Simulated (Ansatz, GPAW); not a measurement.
# LiHClF (model structure): optical spectrum from first principles

Wanted: where LiHClF (model structure) starts to absorb, how strongly, and its refractive index. The cell was made here by substitution or stacking, whether or not such a phase is known. It was built so: 1 of the 2 F atoms of the cell replaced by Cl in the R-3m structure of LiHF2. The cell is first relaxed with Ansatz.

Program: GPAW 26.7.0. Level of theory: DFT, LDA, plane-wave PAW (GPAW data sets), scalar-relativistic, RPA, optical limit. Results are calculated unless marked as measured.

**1. The starting structure**

It takes space group R3m (No. 160, trigonal). The conventional cell has a = 3.369 Å, b = 3.369 Å, c = 15.043 Å, α = 90.00°, β = 90.00°, γ = 120.00°. Nearest to Cl lie 1 H at 1.30 Å and 3 Li at 2.29 Å. Nearest to F lie 1 H at 1.30 Å and 3 Li at 2.29 Å. Nearest to Li lie 3 Cl at 2.29 Å and 3 F at 2.29 Å. Nearest to H lie 1 F at 1.30 Å and 1 Cl at 1.30 Å. 1 of the 2 F atoms of the cell replaced by Cl in the R-3m structure of LiHF2. Farther neighbours and most contacts between anions are not listed.

As a file:

```cif
data_structure
_symmetry_space_group_name_H-M 'P 1'
_symmetry_Int_Tables_number 1
_cell_length_a 5.3786
_cell_length_b 5.3786
_cell_length_c 5.3786
_cell_angle_alpha 36.505
_cell_angle_beta 36.505
_cell_angle_gamma 36.505
_cell_volume 49.30
loop_
_atom_site_label
_atom_site_type_symbol
_atom_site_fract_x
_atom_site_fract_y
_atom_site_fract_z
_atom_site_occupancy
Cl1 Cl 0.58670 0.58670 0.58670 1
F2 F 0.41330 0.41330 0.41330 1
Li3 Li 0.00000 0.00000 0.00000 1
H4 H 0.50000 0.50000 0.50000 1
```

**2. Relaxation**

The structure was built or cut out here, so it is relaxed before any spectrum is computed.

This step: DFT, LDA, plane-wave PAW, default files, scalar-relativistic, relaxation (Ansatz 0.2.0).

input.yaml reads:

```yaml
crystal:
  lattice:
    - [1.68461302, 0.97261178, 5.01449419]
    - [-1.68461302, 0.97261178, 5.01449419]
    - [0.0, -1.94522356, 5.01449419]
  atoms:
    - { symbol: Cl, position: [0.58669812, 0.58669812, 0.58669812] }
    - { symbol: F, position: [0.41330188, 0.41330188, 0.41330188] }
    - { symbol: Li, position: [0.0, 0.0, 0.0] }
    - { symbol: H, position: [0.5, 0.5, 0.5] }
kpoints:
  mp_grid: { grid: [8, 8, 8] }
scf:
  occupations: { method: fermi_dirac, width: 0.05 }
hamiltonian:
  xc: lda
output:
  forces: true
  stress: true
relax:
  f_tol: 0.02
  max_steps: 50
  cell: {}
```

Started as:

```
$ ansatz run input.yaml --threads 1 --pin off --max-ram 4096MiB --backend cpu --events-out ev --progress --plain --runs-dir out
```

Numbers of over 12 decimals in the logs are rounded to 6 here.

What it wrote:

```text
basis.fft_grid_basis auto: the FFT boxes are laid along the combinations [[1, 0, -1], [0, 1, -1], [0, 0, 1]] of the cell's own vectors, 3.369, 3.369 and 5.379 Å long. The dense box has 24×24×36 points. Along the cell's own vectors, as sized, it would have 36×36×36, 2.25 times as many. Of the 6 symmetry operations that the crystal satisfies within crystal.symmetry.tolerance (time reversal apart; of a slab, those that  [...]
Engine: ansatz 0.2.0, aarch64-unknown-linux-gnu
Pseudopotentials: kind: paw
Pseudopotential: Cl, paw, valence charge 7, recommended cutoff 420 eV (normal), Cl.paw.azcp
Pseudopotential: F, paw, valence charge 7, recommended cutoff 420 eV (normal), F.paw.azcp
Pseudopotential: Li, paw, valence charge 3, recommended cutoff 420 eV (normal), Li.paw.azcp
Pseudopotential: H, paw, valence charge 1, recommended cutoff 420 eV (normal), H.paw.azcp
Functional definition: SPW92
  exchange = slater_x
  correlation = pw_c
Crystal: 4 atoms, lattice volume = 49.297 Å³
Basis set: ecut = 420 eV, 953 PW (Γ), FFT grids on a1−a3, a2−a3, a3
Bands: 13, of which v1, the nominal top of the filled ones, is band 9 counted from 1 (8 counted from 0)
Symmetry: 6 space group operations
Space group: R3m (ITA 160), of the structure as read, at distance tolerance 3.7e-5 Å
k-points: 65 of 512 (time reversal used)
Non-local potential: Cl, projectors of the file, l = 0: 2, l = 1: 2, l = 2: 2
Non-local potential: F, projectors of the file, l = 0: 2, l = 1: 2, l = 2: 1
Non-local potential: Li, projectors of the file, l = 0: 3, l = 1: 2, l = 2: 1
Non-local potential: H, projectors of the file, l = 0: 2, l = 1: 1
PAW form: soft (Blöchl's): semilocal exchange-correlation on the pseudo side does not see the compensation charge
PAW frozen core: Cl, regenerated for the run's functional, and the local potential with it (the file was generated under x = pbe(κ = 0.804, μ = 0.219515), c = pbe(β = 0.066725))
PAW frozen core: F, regenerated for the run's functional, and the local potential with it (the file was generated under x = pbe(κ = 0.804, μ = 0.219515), c = pbe(β = 0.066725))
PAW one-centre angular grid: Cl, 110 points (default); XC on 64 Gauss nodes
PAW one-centre angular grid: F, 110 points (default); XC on 64 Gauss nodes
PAW one-centre angular grid: Li, 110 points (default); XC on 64 Gauss nodes
PAW one-centre angular grid: H, 110 points (default); XC on 64 Gauss nodes
Initial density: superposition of atomic densities (neutral atoms: chi_scale 0, normalization atom), corrected by the library's trained network
Initial wavefunctions: pseudopotential atomic-orbital guess
Functional: x = slater, c = lda
SCF iter   1: F=—  HF=-2058.547622 eV  |F-HF|=—  |Δ(HF+E_count)|=         —  Δρ=1.38e-2  dr2=6.43e-2  ethr=1.77e-3  ⟨swp⟩=6.0  Hψ=5105  notcnv=0
preconditioner: auto → none  [insulator: Δε(μ)=6.245 eV  Ē_g=15.482 eV  σ=0.050 eV  W_gap=1.00  n_scr=8 (ndim 8)  ℏωp=21.2 eV  f_vac=0.087  D(μ)=0.00/eV (n_scr^D=0)  ε∞_Penn≈2.9]
SCF iter   2: F=—  HF=-2058.532753 eV  |F-HF|=—  |Δ(HF+E_count)|=   1.49e-2  Δρ=9.03e-3  dr2=2.21e-2  ethr=3.57e-4  ⟨swp⟩=2.0  Hψ=2145  notcnv=0
SCF iter   3: F=—  HF=-2058.526139 eV  |F-HF|=—  |Δ(HF+E_count)|=   6.61e-3  Δρ=2.26e-3  dr2=1.28e-3  ethr=1.23e-4  ⟨swp⟩=2.0  Hψ=1614  notcnv=0
SCF iter   4: F=—  HF=-2058.525464 eV  |F-HF|=—  |Δ(HF+E_count)|=   6.75e-4  Δρ=3.71e-4  dr2=3.31e-5  ethr=7.12e-6  ⟨swp⟩=2.4  Hψ=1412  notcnv=0
SCF iter   5: F=—  HF=-2058.525456 eV  |F-HF|=—  |Δ(HF+E_count)|=   7.71e-6  Δρ=7.10e-5  dr2=1.43e-6  ethr=1.84e-7  ⟨swp⟩=2.4  Hψ=1403  notcnv=0
SCF iter   6: F=—  HF=-2058.525456 eV  |F-HF|=—  |Δ(HF+E_count)|=   5.87e-8  Δρ=1.81e-5  dr2=2.72e-7  ethr=5.56e-10  ⟨swp⟩=5.0  Hψ=3129  notcnv=0
SCF iter   7: F=-2058.525456 eV  HF=-2058.525456 eV  |F-HF|=5.09e-10  |Δ(HF+E_count)|=   7.95e-8  Δρ=2.94e-6  dr2=2.26e-9  ethr=5.56e-10  ⟨swp⟩=4.4  Hψ=2734  notcnv=0
SCF 1 converged in 7 iterations: F = -2058.525456 eV  dr2 = 2.26e-9
  greatest PAW one-centre occupation: 1.000 electrons in one spin orbital (limit 2), on the Li atom at site 2 (counted from 0), in its partial waves of l = 0
relax step   1: F+E_penalty+E_count = -2058.52545604 eV  Δ(F+E_penalty+E_count) = +0.000e0 eV  max|allowed force component| = 3.886e0 eV/Å  Δτ_max = 0.0000 Å  P = +4.420 GPa  Ω = 49.297 Å³  (7 SCF iters, dr2 threshold 1.00e-7 eV, accepted)
Crystal: 4 atoms, lattice volume = 48.860 Å³
Basis set: ecut = 420 eV, 977 PW (Γ), FFT grids on a1−a3, a2−a3, a3
Initial density: handed on by an earlier stage of this run
Initial wavefunctions: those handed on with the density
iter 1 solved again at ethr=2.03e-4 eV; its pass at ethr=3.10e-3 eV (dr2=3.65e-2 eV) is discarded
SCF iter   1: F=—  HF=-2058.862481 eV  |F-HF|=—  |Δ(HF+E_count)|=         —  Δρ=1.69e-2  dr2=3.67e-2  ethr=2.03e-4  ⟨swp⟩=1.0  Hψ=6000  notcnv=0
preconditioner: auto → none  [insulator: Δε(μ)=5.837 eV  Ē_g=15.736 eV  σ=0.050 eV  W_gap=1.00  n_scr=14 (ndim 8)  ℏωp=21.2 eV  f_vac=0.078  D(μ)=0.00/eV (n_scr^D=0)  ε∞_Penn≈2.8]
SCF iter   2: F=—  HF=-2058.863062 eV  |F-HF|=—  |Δ(HF+E_count)|=   5.81e-4  Δρ=8.35e-3  dr2=8.79e-3  ethr=2.03e-4  ⟨swp⟩=2.7  Hψ=1306  notcnv=0
SCF iter   3: F=—  HF=-2058.865603 eV  |F-HF|=—  |Δ(HF+E_count)|=   2.54e-3  Δρ=4.76e-3  dr2=6.81e-3  ethr=4.88e-5  ⟨swp⟩=2.0  Hψ=1615  notcnv=0
SCF iter   4: F=—  HF=-2058.863783 eV  |F-HF|=—  |Δ(HF+E_count)|=   1.82e-3  Δρ=3.17e-4  dr2=2.68e-5  ethr=3.78e-5  ⟨swp⟩=2.0  Hψ=1653  notcnv=0
SCF iter   5: F=—  HF=-2058.863781 eV  |F-HF|=—  |Δ(HF+E_count)|=   1.65e-6  Δρ=1.14e-4  dr2=2.71e-6  ethr=1.49e-7  ⟨swp⟩=2.0  Hψ=1362  notcnv=0
SCF iter   6: F=-2058.863782 eV  HF=-2058.863782 eV  |F-HF|=5.81e-9  |Δ(HF+E_count)|=   2.58e-7  Δρ=1.75e-5  dr2=6.51e-8  ethr=2.22e-9  ⟨swp⟩=5.0  Hψ=3137  notcnv=0
SCF 2 converged in 6 iterations: F = -2058.863782 eV  dr2 = 6.51e-8
relax step   2: F+E_penalty+E_count = -2058.86378163 eV  Δ(F+E_penalty+E_count) = -3.383e-1 eV  max|allowed force component| = 2.201e0 eV/Å  Δτ_max = 0.1412 Å  P = +2.481 GPa  Ω = 48.860 Å³  energy of the carried Pulay correction = +1.038e-3 eV  (6 SCF iters, dr2 threshold 4.00e-7 eV, accepted)
Crystal: 4 atoms, lattice volume = 48.458 Å³
iter 1 solved again at ethr=1.91e-4 eV; its pass at ethr=3.10e-3 eV (dr2=3.44e-2 eV) is discarded
SCF iter   1: F=—  HF=-2059.038804 eV  |F-HF|=—  |Δ(HF+E_count)|=         —  Δρ=1.12e-2  dr2=3.39e-2  ethr=1.91e-4  ⟨swp⟩=1.0  Hψ=5972  notcnv=0
preconditioner: auto → none  [insulator: Δε(μ)=5.097 eV  Ē_g=15.830 eV  σ=0.050 eV  W_gap=1.00  n_scr=8 (ndim 8)  ℏωp=21.3 eV  f_vac=0.070  D(μ)=0.00/eV (n_scr^D=0)  ε∞_Penn≈2.8]
SCF iter   2: F=—  HF=-2059.035756 eV  |F-HF|=—  |Δ(HF+E_count)|=   3.05e-3  Δρ=5.75e-3  dr2=7.37e-3  ethr=1.88e-4  ⟨swp⟩=2.7  Hψ=1415  notcnv=0
SCF iter   3: F=—  HF=-2059.036030 eV  |F-HF|=—  |Δ(HF+E_count)|=   2.74e-4  Δρ=2.84e-3  dr2=2.35e-3  ethr=4.09e-5  ⟨swp⟩=2.0  Hψ=1503  notcnv=0
SCF iter   4: F=—  HF=-2059.035685 eV  |F-HF|=—  |Δ(HF+E_count)|=   3.45e-4  Δρ=4.76e-4  dr2=8.24e-5  ethr=1.31e-5  ⟨swp⟩=2.4  Hψ=1639  notcnv=0
SCF iter   5: F=—  HF=-2059.035673 eV  |F-HF|=—  |Δ(HF+E_count)|=   1.14e-5  Δρ=1.36e-4  dr2=4.41e-6  ethr=4.58e-7  ⟨swp⟩=2.2  Hψ=1297  notcnv=0
SCF iter   6: F=-2059.035674 eV  HF=-2059.035674 eV  |F-HF|=4.29e-8  |Δ(HF+E_count)|=   1.17e-6  Δρ=2.28e-5  dr2=1.74e-7  ethr=2.22e-9  ⟨swp⟩=3.3  Hψ=3564  notcnv=0
SCF 3 converged in 6 iterations: F = -2059.035674 eV  dr2 = 1.74e-7
relax step   3: F+E_penalty+E_count = -2059.03567437 eV  Δ(F+E_penalty+E_count) = -1.719e-1 eV  max|allowed force component| = 1.068e0 eV/Å  Δτ_max = 0.1348 Å  P = +0.607 GPa  Ω = 48.458 Å³  energy of the carried Pulay correction = +2.004e-3 eV  (6 SCF iters, dr2 threshold 4.00e-7 eV, accepted)
[... from here on, the SCF cycles and remarks between the steps are left out ...]
relax step   4: F+E_penalty+E_count = -2059.08802821 eV  Δ(F+E_penalty+E_count) = -5.235e-2 eV  max|allowed force component| = 6.928e-1 eV/Å  Δτ_max = 0.0465 Å  P = +0.867 GPa  Ω = 48.327 Å³  energy of the carried Pulay correction = +2.320e-3 eV  (6 SCF iters, dr2 threshold 4.00e-7 eV, accepted)
relax step   5: F+E_penalty+E_count = -2059.12384277 eV  Δ(F+E_penalty+E_count) = -3.581e-2 eV  max|allowed force component| = 6.465e-1 eV/Å  Δτ_max = 0.0689 Å  P = +1.331 GPa  Ω = 49.221 Å³  energy of the carried Pulay correction = +1.795e-4 eV  (7 SCF iters, dr2 threshold 4.00e-7 eV, accepted)
relax step   6: F+E_penalty+E_count = -2059.14697384 eV  Δ(F+E_penalty+E_count) = -2.313e-2 eV  max|allowed force component| = 1.645e-1 eV/Å  Δτ_max = 0.0371 Å  P = -0.152 GPa  Ω = 49.820 Å³  energy of the carried Pulay correction = -1.232e-3 eV  (6 SCF iters, dr2 threshold 4.00e-7 eV, accepted)
relax step   7: F+E_penalty+E_count = -2059.15793911 eV  Δ(F+E_penalty+E_count) = -1.097e-2 eV  max|allowed force component| = 2.803e-2 eV/Å  Δτ_max = 0.0539 Å  P = +0.135 GPa  Ω = 50.548 Å³  energy of the carried Pulay correction = -2.926e-3 eV  (6 SCF iters, dr2 threshold 4.00e-7 eV, accepted)
relax step   8: F+E_penalty+E_count = -2059.15771920 eV  Δ(F+E_penalty+E_count) = +2.199e-4 eV  max|allowed force component| = 1.310e-2 eV/Å  Δτ_max = 0.0117 Å  P = -0.045 GPa  Ω = 51.077 Å³  energy of the carried Pulay correction = -4.141e-3 eV  (5 SCF iters, dr2 threshold 2.81e-7 eV, accepted)
relax step   9: F+E_penalty+E_count = -2059.15790047 eV  Δ(F+E_penalty+E_count) = -1.813e-4 eV  max|allowed force component| = 8.053e-3 eV/Å  Δτ_max = 0.0014 Å  P = +0.007 GPa  Ω = 51.008 Å³  energy of the carried Pulay correction = -3.983e-3 eV  (4 SCF iters, dr2 threshold 2.62e-8 eV, accepted)
relax step  10: F+E_penalty+E_count = -2059.16346077 eV  Δ(F+E_penalty+E_count) = -5.560e-3 eV  max|allowed force component| = 9.888e-3 eV/Å  Δτ_max = 0.0000 Å  P = +0.198 GPa  Ω = 51.008 Å³  stress off target by 2.66e-1 GPa  SCF on the basis re-selected at this cell (its energy is not comparable with the rows above)  (6 SCF iters)
relax step  11: F+E_penalty+E_count = -2059.16289099 eV  Δ(F+E_penalty+E_count) = +5.698e-4 eV  max|allowed force component| = 1.396e-2 eV/Å  Δτ_max = 0.0036 Å  P = +0.024 GPa  Ω = 51.365 Å³  energy of the carried Pulay correction = -9.261e-4 eV  (5 SCF iters, dr2 threshold 1.77e-7 eV, accepted)
relax step  12: F+E_penalty+E_count = -2059.16255295 eV  Δ(F+E_penalty+E_count) = +3.380e-4 eV  max|allowed force component| = 7.063e-3 eV/Å  Δτ_max = 0.0048 Å  P = -0.013 GPa  Ω = 51.508 Å³  energy of the carried Pulay correction = -1.298e-3 eV  (5 SCF iters, dr2 threshold 7.64e-9 eV, accepted)
iter 1 solved again at ethr=1.62e-7 eV; its pass at ethr=3.10e-3 eV (dr2=2.92e-5 eV) is discarded
SCF iter   1: F=—  HF=-2059.163867 eV  |F-HF|=—  |Δ(HF+E_count)|=         —  Δρ=9.62e-5  dr2=6.18e-7  ethr=1.62e-7  ⟨swp⟩=3.0  Hψ=6991  notcnv=0
preconditioner: auto → none  [insulator: Δε(μ)=4.616 eV  Ē_g=13.829 eV  σ=0.050 eV  W_gap=1.00  n_scr=14 (ndim 8)  ℏωp=19.4 eV  f_vac=0.093  D(μ)=0.00/eV (n_scr^D=0)  ε∞_Penn≈3.0]
SCF iter   2: F=—  HF=-2059.163868 eV  |F-HF|=—  |Δ(HF+E_count)|=   8.86e-7  Δρ=4.17e-5  dr2=2.17e-7  ethr=3.43e-9  ⟨swp⟩=2.0  Hψ=1302  notcnv=0
SCF iter   3: F=—  HF=-2059.163868 eV  |F-HF|=—  |Δ(HF+E_count)|=   2.02e-7  Δρ=2.22e-5  dr2=4.55e-8  ethr=1.20e-9  ⟨swp⟩=2.0  Hψ=1166  notcnv=0
SCF iter   4: F=—  HF=-2059.163868 eV  |F-HF|=—  |Δ(HF+E_count)|=   5.00e-8  Δρ=1.72e-6  dr2=4.30e-10  ethr=2.53e-10  ⟨swp⟩=2.0  Hψ=1286  notcnv=0
SCF iter   5: F=—  HF=-2059.163868 eV  |F-HF|=—  |Δ(HF+E_count)|=  4.67e-10  Δρ=5.62e-7  dr2=4.87e-11  ethr=1.00e-12  ⟨swp⟩=5.0  Hψ=3050  notcnv=0
SCF iter   6: F=-2059.163868 eV  HF=-2059.163868 eV  |F-HF|=0.00e0  |Δ(HF+E_count)|=  5.46e-11  Δρ=1.27e-7  dr2=2.92e-12  ethr=1.00e-12  ⟨swp⟩=4.0  Hψ=2596  notcnv=0
SCF 13 converged in 6 iterations: F = -2059.163868 eV  dr2 = 2.92e-12
relax step  13: F+E_penalty+E_count = -2059.16386835 eV  Δ(F+E_penalty+E_count) = -1.315e-3 eV  max|allowed force component| = 7.627e-3 eV/Å  Δτ_max = 0.0000 Å  P = +0.003 GPa  Ω = 51.508 Å³  stress off target by 2.03e-2 GPa  SCF on the basis re-selected at this cell (its energy is not comparable with the rows above)  (6 SCF iters)
basis re-selected at this cell: Δ(F+E_penalty+E_count) = -1.315e-3 eV, ΔP = +0.016 GPa vs the last step (what re-selecting the basis moved, of the pressure what is left beyond the Pulay correction that the steps carried, after the strain that the cell walked since its last selection, with what the two solves' SCF thresholds leave and, on support functions, any second-order correction that the steps lacked; it is no m [...]
SCF converged after 6 iterations
Free energy (F): -2059.163868 eV
Harris-Foulkes:  -2059.163868 eV  (|F-HF|=0.00e0)
Internal energy: -2059.163868 eV  (E = F + TS)
E sigma→0 (E₀):  -2059.163868 eV
Fermi energy:    3.393374 eV
--- Per-component energies (eV) ---
  E_band       = -181.028876
  E_kinetic    = 401.942317
  E_local      = -1092.212582  (includes V_loc(G=0)·N_el)
  E_nonlocal   = 74.571454
  E_hartree    = 380.024324
  E_xc         = -203.413836
  E_vxc        = -247.872125  (∫ρ·V_xc dr)
  E_paw        = -831.955391  (= ΣΔE_a)
  E_vpaw       = -77.507835  (= ΣTr[D̂ρ^β])
  E_aug_tail   = 0.001240  (compensation charges beyond the density's cutoff)
  E_ewald      = -788.425138
  E_core_change = 0.303743  (= ΣΔE_core)
  E_smearing   = -0.000000  (= −TS)
  E_closure    = -0.000000  (closes the sum)
  Σ components = -2059.163868   (vs F -2059.163868, Δ=0.00e0)
--- Forces (eV/Å), atoms counted from 1 ---
  atom   1  Cl    -0.00000000     0.00000000     0.00529912
  atom   2  F      0.00000000    -0.00000000    -0.00051576
  atom   3  Li     0.00000000     0.00000000     0.00284282
  atom   4  H     -0.00000000    -0.00000000    -0.00762690
  max |Σ_I F_I| component: 7.10e-7 eV/Å
--- Stress (GPa, compression-positive) ---
        0.015003       0.000000      -0.000000
        0.000000       0.015003      -0.000000
       -0.000000      -0.000000      -0.020294
  P = ⅓ Tr σ = 0.0032 GPa (0.032 kbar)
--- Relaxed structure (11 steps of the walk, 11 accepted, 2 SCFs on fresh bases) ---
  F+E_penalty+E_count = -2059.16386835 eV   max|allowed force component| = 7.627e-3 eV/Å   (the final SCF, on the basis selected at the relaxed cell)
  cell:  # Å, volume = 51.5085 Å³
    - [1.721249, 0.993764, 5.018806]
    - [-1.721249, 0.993764, 5.018806]
    - [0, -1.987527, 5.018806]
  atoms:
    - { symbol: Cl, position: [0.593528, 0.593528, 0.593528] }
    - { symbol: F, position: [0.412924, 0.412924, 0.412924] }
    - { symbol: Li, position: [0.011059, 0.011059, 0.011059] }
    - { symbol: H, position: [0.482489, 0.482489, 0.482489] }
```

Run time: 38 s. Hardware: 1 thread of Arm Neoverse V2, shared host; peak memory 0.34 GiB.

Step by step:

```csv
step,energy less that of the first step (eV),largest force component (eV/Å),pressure (GPa),volume (Å³)
1,0.0000,3.8862,4.42,49.30
2,-0.3383,2.2010,2.48,48.86
3,-0.5102,1.0676,0.61,48.46
4,-0.5626,0.6928,0.87,48.33
5,-0.5984,0.6465,1.33,49.22
6,-0.6215,0.1645,-0.15,49.82
7,-0.6325,0.0280,0.14,50.55
8,-0.6323,0.0131,-0.04,51.08
9,-0.6324,0.0081,0.01,51.01
10*,-0.6380,0.0099,0.20,51.01
11,-0.6374,0.0140,0.02,51.36
12,-0.6371,0.0071,-0.01,51.51
13*,-0.6384,0.0076,0.00,51.51
```

Relaxation steps marked * repeat the geometry before them on a plane-wave basis chosen anew for their cell, so energy and pressure can jump there.

Forces are held to the 6 operations that the run works with; a distortion that breaks them can't arise in this run.

```csv
"conventional cell, symmetrised",before,after,change
a (Å),3.369,3.442,+2.2 %
b (Å),3.369,3.442,+2.2 %
c (Å),15.043,15.056,+0.1 %
volume (Å³/atom),12.32,12.88,+4.5 %
```

The atoms that moved most (Å, as changes of fractional coordinates times the final cell):

```csv
atom,dx,dy,dz,length
H4,0.000,0.000,-0.264,0.264
Li3,0.000,0.000,0.167,0.167
Cl1,0.000,0.000,0.103,0.103
F2,0.000,0.000,-0.006,0.006
```

The relaxed structure:

```
Cl F Li H
1.0
     1.72125    0.99376    5.01881
    -1.72125    0.99376    5.01881
     0.00000   -1.98753    5.01881
Cl F Li H
1 1 1 1
Cartesian
  0.0000 0.0000 8.9364
  0.0000 0.0000 6.2172
  0.0000 0.0000 0.1665
  0.0000 0.0000 7.2646
```

The relaxation ends with a largest force component of 0.0076 eV/Å and a pressure of 0.00 GPa.

[end of part 1 of 2]

[Machine, clock and banner lines and Python warnings are left out of the logs.]

[Logs are printed without paths, hosts, clocks, repeated set-up lines and the standing remarks that a program may print on its own settings, such as how far it seeks lower states.]

[Hosts, paths, dates, database ids (printed as entryN), source tags and the programs' standing remarks are cut or masked in the printed files.]
